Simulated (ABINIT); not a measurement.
# Quasiparticle gap of SnSe2 (P-3m1) in ABINIT, part 2 of 3

How does a plane-wave GW calculation on SnSe2 (P-3m1) run from the first input to the gap?

ABINIT 10.8.3; PBE and many-body steps on it, plane waves. Known limits of the many-body steps: not at the basis limit; no spin-orbit coupling; coarse k mesh.

So far. Step 2 (Ground state): The gap is indirect, with the least direct gap 0.28 eV higher.

### 3. Bands along the symmetry lines

Level of this step: DFT, PBE, plane waves, norm-conserving pseudopotentials (ABINIT).

The cheap functional maps the bands first; the places of the edges decide which points the dearer methods must see.

File run.abi:

```
acell 3*1.0 Angstrom
rprim 
  3.810999999987 0.000000000003 0.000000000000
  -1.905499999996 3.300422813810 0.000000000000
  0.000000000000 0.000000000000 6.136000000000
ntypat 2
znucl 50 34
natom 3
typat 1 2 2
xred 
  0.000000000000 0.000000000000 0.000000000000
  0.333333333333 0.666666666667 0.249000000000
  0.666666666667 0.333333333333 0.751000000000
pp_dirpath "pseudos"
pseudos "Sn.upf, Se.upf"
ecut 48
iscf -2
irdden 1
kptopt 0
nkpt 75
kpt 
  0.00000000 0.00000000 0.00000000
  0.06250000 0.00000000 0.00000000
  0.12500000 0.00000000 0.00000000
  0.18750000 0.00000000 0.00000000
  0.25000000 0.00000000 0.00000000
  0.31250000 0.00000000 0.00000000
  0.37500000 0.00000000 0.00000000
  0.43750000 0.00000000 0.00000000
  0.50000000 0.00000000 0.00000000
  0.47916667 0.04166667 0.00000000
  0.45833333 0.08333333 0.00000000
  0.43750000 0.12500000 0.00000000
  0.41666666 0.16666666 0.00000000
  0.39583333 0.20833333 0.00000000
  0.37500000 0.25000000 0.00000000
  0.35416666 0.29166666 0.00000000
  0.33333333 0.33333333 0.00000000
  0.29166666 0.29166666 0.00000000
  0.25000000 0.25000000 0.00000000
  0.20833333 0.20833333 0.00000000
  0.16666666 0.16666666 0.00000000
  0.12500000 0.12500000 0.00000000
  0.08333333 0.08333333 0.00000000
  0.04166667 0.04166667 0.00000000
  0.00000000 0.00000000 0.00000000
  0.00000000 0.00000000 0.06250000
  0.00000000 0.00000000 0.12500000
  0.00000000 0.00000000 0.18750000
  0.00000000 0.00000000 0.25000000
  0.00000000 0.00000000 0.31250000
  0.00000000 0.00000000 0.37500000
  0.00000000 0.00000000 0.43750000
  0.00000000 0.00000000 0.50000000
  0.06250000 0.00000000 0.50000000
  0.12500000 0.00000000 0.50000000
  0.18750000 0.00000000 0.50000000
  0.25000000 0.00000000 0.50000000
  0.31250000 0.00000000 0.50000000
  0.37500000 0.00000000 0.50000000
  0.43750000 0.00000000 0.50000000
  0.50000000 0.00000000 0.50000000
  0.47916667 0.04166667 0.50000000
  0.45833333 0.08333333 0.50000000
  0.43750000 0.12500000 0.50000000
  0.41666666 0.16666666 0.50000000
  0.39583333 0.20833333 0.50000000
  0.37500000 0.25000000 0.50000000
  0.35416666 0.29166666 0.50000000
  0.33333333 0.33333333 0.50000000
  0.29166666 0.29166666 0.50000000
  0.25000000 0.25000000 0.50000000
  0.20833333 0.20833333 0.50000000
  0.16666666 0.16666666 0.50000000
  0.12500000 0.12500000 0.50000000
  0.08333333 0.08333333 0.50000000
  0.04166667 0.04166667 0.50000000
  0.00000000 0.00000000 0.50000000
  0.50000000 0.00000000 0.50000000
  0.50000000 0.00000000 0.43750000
  0.50000000 0.00000000 0.37500000
  0.50000000 0.00000000 0.31250000
  0.50000000 0.00000000 0.25000000
  0.50000000 0.00000000 0.18750000
  0.50000000 0.00000000 0.12500000
  0.50000000 0.00000000 0.06250000
  0.50000000 -0.00000000 0.00000000
  0.33333333 0.33333333 0.50000000
  0.33333333 0.33333333 0.43750000
  0.33333333 0.33333333 0.37500000
  0.33333333 0.33333333 0.31250000
  0.33333333 0.33333333 0.25000000
  0.33333333 0.33333333 0.18750000
  0.33333333 0.33333333 0.12500000
  0.33333333 0.33333333 0.06250000
  0.33333333 0.33333333 0.00000000
istwfk *1
nband 42
nbdbuf 2
tolwfr 1e-08
nstep 40
prtwf 0
prtvol 0
indata_prefix "in"
outdata_prefix "out"
tmpdata_prefix "tmp"
```

Run with:

```sh
$ OMP_NUM_THREADS=1 mpirun -n 8 abinit run.abi > log
```

Numbers of over 12 decimals in the logs are rounded to 6 here.

What it wrote:

```text
.Version 10.8.3 of ABINIT. v10.8.2 released Aug 2026.

 Symmetries : space group P-3 m 1 (#164); Bravais hP (primitive hexag.)
[... echo of the input left out ...]
== DATASET  1 ==================================================================
-   mpi_nproc: 8, omp_nthreads: 1 (-1 if OMP is not activated)

--- !DatasetInfo
iteration_state: {dtset: 1, }
dimensions: {natom: 3, nkpt: 75, mband: 42, nsppol: 1, nspinor: 1, nspden: 1, mpw: 8310, }
cutoff_energies: {ecut:  48.0, pawecutdg:  -1.0, }
electrons: {nelect:   7.00000000E+01, charge:   0.00000000E+00, occopt:   1.00000000E+00, tsmear:   1.00000000E-02, }

 Real(R)+Recip(G) space primitive vectors, cartesian coordinates (Bohr,Bohr^-1):
 R(1)=  7.2017463  0.0000000  0.0000000  G(1)=  0.1388552  0.0801681  0.0000000
 R(2)= -3.6008731  6.2368952  0.0000000  G(2)=  0.0000000  0.1603362  0.0000000
 R(3)=  0.0000000  0.0000000 11.5953595  G(3)=  0.0000000  0.0000000  0.0862414
 Unit cell volume ucvol=  5.2082339E+02 bohr^3
 Angles (23,13,12)=  9.00000000E+01  9.00000000E+01  1.20000000E+02 degrees

 getcut: wavevector=  0.0000  0.0000  0.0000  ngfft=  48  48  75
         ecut(hartree)=     48.000   => boxcut(ratio)=   2.04626

--- Pseudopotential description ------------------------------------------------
- Sn Generated using ONCVPSP code by D. R. Hamann
- 50.00000  22.00000  171031                  znucl, zion, pspdat
12 -101130 2 -1 1628                          pspcod,pspxc,lmax,lloc,mmax
     nproj     2     2     2
  pspatm : epsatm=   27.31087254
         --- l  ekb(1:nproj) -->
             0    9.701792   -0.671203
             1    4.046855   -0.266328
             2   -2.346641   -0.600143
 pspatm: atomic psp has been read  and splines computed

- Se Generated using ONCVPSP code by D. R. Hamann
- 34.00000  24.00000  171031                  znucl, zion, pspdat
12 -101130 2 -1 1214                          pspcod,pspxc,lmax,lloc,mmax
     nproj     2     2     2
  pspatm : epsatm=   25.39064422
         --- l  ekb(1:nproj) -->
[...]
pspatm: atomic psp has been read  and splines computed

--------------------------------------------------------------------------------

================================================================================
 prteigrs : about to open file out_EIG
 Non-SCF case, kpt    1 (  0.00000  0.00000  0.00000), residuals and eigenvalues=
  8.42E-09  7.52E-09  4.48E-09  4.46E-09  7.81E-09  7.15E-09  1.95E-09  1.25E-09
  8.45E-09  1.50E-09  5.36E-09  1.55E-09  4.79E-09  3.70E-09  2.81E-09  4.57E-09
  1.19E-09  2.05E-09  8.40E-09  1.96E-09  2.15E-09  3.70E-09  1.58E-09  3.04E-09
[...]
6.59E-09  4.23E-06
 -7.4056E+00 -7.4056E+00 -5.1819E+00 -5.1819E+00 -5.1819E+00 -5.1819E+00
 -5.1802E+00 -5.1802E+00 -4.5436E+00 -2.9186E+00 -2.9186E+00 -2.9185E+00
 -1.5138E+00 -1.5138E+00 -1.5138E+00 -1.5138E+00 -1.5122E+00 -1.5122E+00
[...]
Non-SCF case, kpt    3 (  0.12500  0.00000  0.00000), residuals and eigenvalues=
[...]
2.28E-06  1.06E-04
[...]
Non-SCF case, kpt   74 (  0.33333  0.33333  0.06250), residuals and eigenvalues=
[...]
Non-SCF case, kpt   75 (  0.33333  0.33333  0.00000), residuals and eigenvalues=
[...]
7.1113E-02  7.1113E-02  8.4342E-02  1.5133E-01  1.5133E-01  2.5982E-01
  4.5238E-01  4.5238E-01  4.7301E-01  4.8056E-01  5.1716E-01  5.1716E-01

--- !ResultsGS
iteration_state: {dtset: 1, }
comment   : Summary of ground state results
lattice_vectors:
- [  7.2017463,   0.0000000,   0.0000000, ]
- [ -3.6008731,   6.2368952,   0.0000000, ]
- [  0.0000000,   0.0000000,  11.5953595, ]
lattice_lengths: [   7.20175,    7.20175,   11.59536, ]
lattice_angles: [ 90.000,  90.000, 120.000, ] # degrees, (23, 13, 12)
lattice_volume:   5.2082339E+02
convergence: {deltae:  0.000E+00, res2:  0.000E+00, residm:  9.986E-09, diffor:  0.000E+00, }
etotal    :  -8.98128066E+02
entropy   :   0.00000000E+00
fermie    :   2.07145501E-01
cartesian_stress_tensor: null
pressure_GPa: null
xred      :
- [  0.0000E+00,   0.0000E+00,   0.0000E+00, Sn]
- [  3.3333E-01,   6.6667E-01,   2.4900E-01, Se]
- [  6.6667E-01,   3.3333E-01,   7.5100E-01, Se]
cartesian_forces: null
force_length_stats: {min: null, max: null, mean: null, }

 Integrated electronic density in atomic spheres:
 ------------------------------------------------
 Atom  Sphere_radius  Integrated_density
[...]
================================================================================

 ----iterations are completed or convergence reached----

 Mean square residual over all n,k,spin=   45.089E-10; max=  99.857E-10
 reduced coordinates (array xred) for    3 atoms
[...]
0.333333333333      0.666666666667      0.249000000000
       0.666666666667      0.333333333333      0.751000000000

 cartesian coordinates (angstrom) at end:
    1      0.000000     0.000000     0.000000
    2     -1.67e-12     2.200282     1.527864
    3      1.905500     1.100141     4.608136
 length scales=  1.889726125908  1.889726125908  1.889726125908 bohr
              =  1.000000000000  1.000000000000  1.000000000000 angstroms
 prteigrs : about to open file out_EIG
 Eigenvalues (hartree) for nkpt=  75  k points:
 kpt#   1, nband= 42, wtk=  1.00000, kpt=  0.0000  0.0000  0.0000 (reduced coord)
[...]
kpt#   2, nband= 42, wtk=  1.00000, kpt=  0.0625  0.0000  0.0000 (reduced coord)
[...]
kpt#   3, nband= 42, wtk=  1.00000, kpt=  0.1250  0.0000  0.0000 (reduced coord)
[...]
kpt#  74, nband= 42, wtk=  1.00000, kpt=  0.3333  0.3333  0.0625 (reduced coord)
[...]
0.51886    0.51886
 kpt#  75, nband= 42, wtk=  1.00000, kpt=  0.3333  0.3333  0.0000 (reduced coord)
[...]
-0.57313   -0.57313   -0.57257   -0.22895   -0.22895   -0.06791    0.07111    0.07111
   0.08434    0.15133    0.15133    0.25982    0.45238    0.45238    0.47301    0.48056
   0.51716    0.51716

== END DATASET(S) ==============================================================
================================================================================

 -outvars: echo values of variables after computation  --------
            nband          42
             nkpt          75
          spgroup         164
 [... the other variables as echoed above ...]

 Calculation completed.
```

The job ended after 69 s (8 MPI ranks of Arm Neoverse V1, shared host; peak memory 0.99 GiB; 9.2 min of CPU time).

Numbers from this step:

```
gap                        : 0.7238 eV
k of the valence top       : 0.0833, 0.0833, 0
k of the conduction bottom : 0.5, 0, 0.3125
least direct gap           : 1.100 eV
```

The gap is 0.724 eV, −0.095 eV from the run before at this level.

Electronic bands along the path, in eV, zero at the top of the highest filled band:

```
    point  band 32  band 33  band 34  band 35  band 36  band 37  band 38  band 39
        Γ    -0.73    -0.43    -0.43    -0.05     1.05     2.92     4.61     4.61
  halfway    -2.38    -2.03    -0.25    -0.17     1.96     3.93     5.38     5.69
        M    -2.95    -2.72    -1.24    -0.35     1.12     3.77     5.41     5.45
  halfway    -3.35    -2.91    -1.31    -1.26     1.52     5.27     5.30     6.44
        K    -3.75    -3.39    -1.56    -1.56     1.39     6.63     6.63     7.19
  halfway    -3.46    -1.46    -1.29    -0.19     2.17     4.94     5.14     5.70
        Γ    -0.73    -0.43    -0.43    -0.05     1.05     2.92     4.61     4.61
  halfway    -0.79    -0.79    -0.35    -0.35     1.90     2.92     4.47     4.47
        A    -0.82    -0.82    -0.28    -0.28     2.41     2.89     4.34     4.34
  halfway    -1.88    -1.79    -1.45    -0.46     1.68     4.48     5.66     5.78
        L    -2.55    -2.03    -0.88    -0.74     0.83     4.24     4.82     5.80
  halfway    -3.62    -2.80    -0.65    -0.46     1.74     4.66     5.30     5.63
        H    -4.25    -3.76    -0.41    -0.41     2.51     4.71     4.71     6.21
  halfway    -2.82    -1.93    -0.96    -0.86     2.20     4.53     5.82     5.94
        A    -0.82    -0.82    -0.28    -0.28     2.41     2.89     4.34     4.34
jump to L    -2.55    -2.03    -0.88    -0.74     0.83     4.24     4.82     5.80
  halfway    -2.64    -2.57    -0.85    -0.54     0.77     3.98     5.62     5.86
        M    -2.95    -2.72    -1.24    -0.35     1.12     3.77     5.41     5.45
jump to H    -4.25    -3.76    -0.41    -0.41     2.51     4.71     4.71     6.21
  halfway    -4.04    -3.58    -0.99    -0.99     1.91     5.58     5.58     6.72
        K    -3.75    -3.39    -1.56    -1.56     1.39     6.63     6.63     7.19
```

### 4. Empty states on the mesh, 3×3×2 mesh, 136 bands

The sums over transitions need many empty states on a uniform mesh; this step solves for them.

File run.abi:

```
acell 3*1.0 Angstrom
rprim 
  3.810999999987 0.000000000003 0.000000000000
  -1.905499999996 3.300422813810 0.000000000000
  0.000000000000 0.000000000000 6.136000000000
ntypat 2
znucl 50 34
natom 3
typat 1 2 2
xred 
  0.000000000000 0.000000000000 0.000000000000
  0.333333333333 0.666666666667 0.249000000000
  0.666666666667 0.333333333333 0.751000000000
pp_dirpath "pseudos"
pseudos "Sn.upf, Se.upf"
ecut 48
ngkpt 3 3 2
nshiftk 1
shiftk 0 0 0
kptopt 1
chksymbreak 0
iscf -2
irdden 1
istwfk *1
nband 136
nbdbuf 12
tolwfr 1e-09
nstep 60
prtvol 0
indata_prefix "in"
outdata_prefix "out"
tmpdata_prefix "tmp"
```

What it wrote:

```text
.Version 10.8.3 of ABINIT. v10.8.2 released Aug 2026.

 Symmetries : space group P-3 m 1 (#164); Bravais hP (primitive hexag.)
[... echo of the input left out ...]
== DATASET  1 ==================================================================
-   mpi_nproc: 8, omp_nthreads: 1 (-1 if OMP is not activated)
-    --> not optimal distribution: autoparal keyword recommended in input file <--

--- !DatasetInfo
iteration_state: {dtset: 1, }
dimensions: {natom: 3, nkpt: 6, mband: 136, nsppol: 1, nspinor: 1, nspden: 1, mpw: 8305, }
cutoff_energies: {ecut:  48.0, pawecutdg:  -1.0, }
electrons: {nelect:   7.00000000E+01, charge:   0.00000000E+00, occopt:   1.00000000E+00, tsmear:   1.00000000E-02, }

 Real(R)+Recip(G) space primitive vectors, cartesian coordinates (Bohr,Bohr^-1):
 R(1)=  7.2017463  0.0000000  0.0000000  G(1)=  0.1388552  0.0801681  0.0000000
 R(2)= -3.6008731  6.2368952  0.0000000  G(2)=  0.0000000  0.1603362  0.0000000
 R(3)=  0.0000000  0.0000000 11.5953595  G(3)=  0.0000000  0.0000000  0.0862414
 Unit cell volume ucvol=  5.2082339E+02 bohr^3
 Angles (23,13,12)=  9.00000000E+01  9.00000000E+01  1.20000000E+02 degrees

 getcut: wavevector=  0.0000  0.0000  0.0000  ngfft=  48  48  75
         ecut(hartree)=     48.000   => boxcut(ratio)=   2.04626

--- Pseudopotential description ------------------------------------------------
- Sn Generated using ONCVPSP code by D. R. Hamann
- 50.00000  22.00000  171031                  znucl, zion, pspdat
12 -101130 2 -1 1628                          pspcod,pspxc,lmax,lloc,mmax
     nproj     2     2     2
  pspatm : epsatm=   27.31087254
         --- l  ekb(1:nproj) -->
             0    9.701792   -0.671203
             1    4.046855   -0.266328
             2   -2.346641   -0.600143
 pspatm: atomic psp has been read  and splines computed

- Se Generated using ONCVPSP code by D. R. Hamann
- 34.00000  24.00000  171031                  znucl, zion, pspdat
12 -101130 2 -1 1214                          pspcod,pspxc,lmax,lloc,mmax
     nproj     2     2     2
  pspatm : epsatm=   25.39064422
         --- l  ekb(1:nproj) -->
[...]
pspatm: atomic psp has been read  and splines computed

--------------------------------------------------------------------------------

================================================================================
 prteigrs : about to open file out_EIG
 Non-SCF case, kpt    1 (  0.00000  0.00000  0.00000), residuals and eigenvalues=
  2.98E-10  8.53E-10  1.81E-10  1.62E-10  1.70E-10  1.42E-10  1.49E-10  1.18E-10
  5.58E-10  7.05E-10  8.43E-10  3.23E-10  1.56E-10  1.53E-10  2.02E-10  1.23E-10
  1.83E-10  1.12E-10  1.49E-10  2.28E-10  1.31E-10  1.34E-10  2.58E-10  3.24E-10
[...]
-7.4056E+00 -7.4056E+00 -5.1819E+00 -5.1819E+00 -5.1819E+00 -5.1819E+00
 -5.1802E+00 -5.1802E+00 -4.5436E+00 -2.9186E+00 -2.9186E+00 -2.9185E+00
 -1.5138E+00 -1.5138E+00 -1.5138E+00 -1.5138E+00 -1.5122E+00 -1.5122E+00
[...]
2.1706E+00  2.1850E+00  2.2165E+00  2.2165E+00  2.2645E+00  2.2932E+00
  2.2932E+00  2.3420E+00  2.4077E+00  2.4078E+00  2.4136E+00  2.4264E+00
  2.4447E+00  2.4454E+00  2.4663E+00  2.4751E+00
 prteigrs : prtvol=0 or 1, do not print more k-points.

--- !ResultsGS
iteration_state: {dtset: 1, }
comment   : Summary of ground state results
lattice_vectors:
- [  7.2017463,   0.0000000,   0.0000000, ]
- [ -3.6008731,   6.2368952,   0.0000000, ]
- [  0.0000000,   0.0000000,  11.5953595, ]
lattice_lengths: [   7.20175,    7.20175,   11.59536, ]
lattice_angles: [ 90.000,  90.000, 120.000, ] # degrees, (23, 13, 12)
lattice_volume:   5.2082339E+02
convergence: {deltae:  0.000E+00, res2:  0.000E+00, residm:  9.913E-10, diffor:  0.000E+00, }
etotal    :  -8.98128066E+02
entropy   :   0.00000000E+00
fermie    :   2.07145501E-01
cartesian_stress_tensor: null
pressure_GPa: null
xred      :
- [  0.0000E+00,   0.0000E+00,   0.0000E+00, Sn]
- [  3.3333E-01,   6.6667E-01,   2.4900E-01, Se]
- [  6.6667E-01,   3.3333E-01,   7.5100E-01, Se]
cartesian_forces: null
force_length_stats: {min: null, max: null, mean: null, }

 Integrated electronic density in atomic spheres:
 ------------------------------------------------
 Atom  Sphere_radius  Integrated_density
[...]
================================================================================

 ----iterations are completed or convergence reached----

 Mean square residual over all n,k,spin=   40.438E-11; max=  99.131E-11
 reduced coordinates (array xred) for    3 atoms
[...]
0.333333333333      0.666666666667      0.249000000000
       0.666666666667      0.333333333333      0.751000000000

 cartesian coordinates (angstrom) at end:
    1      0.000000     0.000000     0.000000
    2     -1.67e-12     2.200282     1.527864
    3      1.905500     1.100141     4.608136
 length scales=  1.889726125908  1.889726125908  1.889726125908 bohr
              =  1.000000000000  1.000000000000  1.000000000000 angstroms
 prteigrs : about to open file out_EIG
 Eigenvalues (hartree) for nkpt=   6  k points:
 kpt#   1, nband=136, wtk=  0.05556, kpt=  0.0000  0.0000  0.0000 (reduced coord)
[...]
2.17060    2.18499    2.21652    2.21652    2.26448    2.29320    2.29320    2.34204
   2.40768    2.40775    2.41363    2.42639    2.44471    2.44539    2.46631    2.47513
 prteigrs : prtvol=0 or 1, do not print more k-points.

== END DATASET(S) ==============================================================
================================================================================

 -outvars: echo values of variables after computation  --------
            nband         136
             nkpt           6
          spgroup         164
 [... the other variables as echoed above ...]

 Calculation completed.
```

Run time: 37 s. Hardware: 8 MPI ranks; peak memory 0.76 GiB; 5 min of CPU time.

Numbers from this step:

```
gap                                                           : 1.100 eV
k of the valence top                                          : 0, 0, 0
k of the conduction bottom                                    : 0, 0, 0
least direct gap                                              : 1.100 eV
k points computed                                             : 6
lowest point of the top converged band, above the valence top : 54.6777 eV
```

On this mesh the gap is 1.100 eV. The earlier step found 0.819 eV, so this mesh misses an edge.

(Part 2 of 3 ends here.)

[Paths, hosts, dates, memory and timing lines, banners, echoed tables and standing remarks are left out of the program output.]

[Logs are printed without paths, hosts, clocks, repeated set-up lines and the standing remarks that a program may print on its own settings, such as how far it seeks lower states.]

[Runs of the session that timed out or met a known fault of the program may be left out.]

[No measured gap is set beside runs whose start may be inverted or whose files or cutoffs have a known fault.]

[Hosts, paths, dates, database ids (printed as entryN), source tags and the programs' standing remarks are cut or masked in the printed files.]

[G0W0 gaps are taken among the corrected bands and points alone; a level outside them can change the order at an edge.]

[Where Ansatz stands beside ABINIT at settings called matched, ABINIT's density can come from a denser mesh and the files from another edition; pairs whose starting gaps differed by over 0.03 eV were left out, so agreement reads better than it is.]
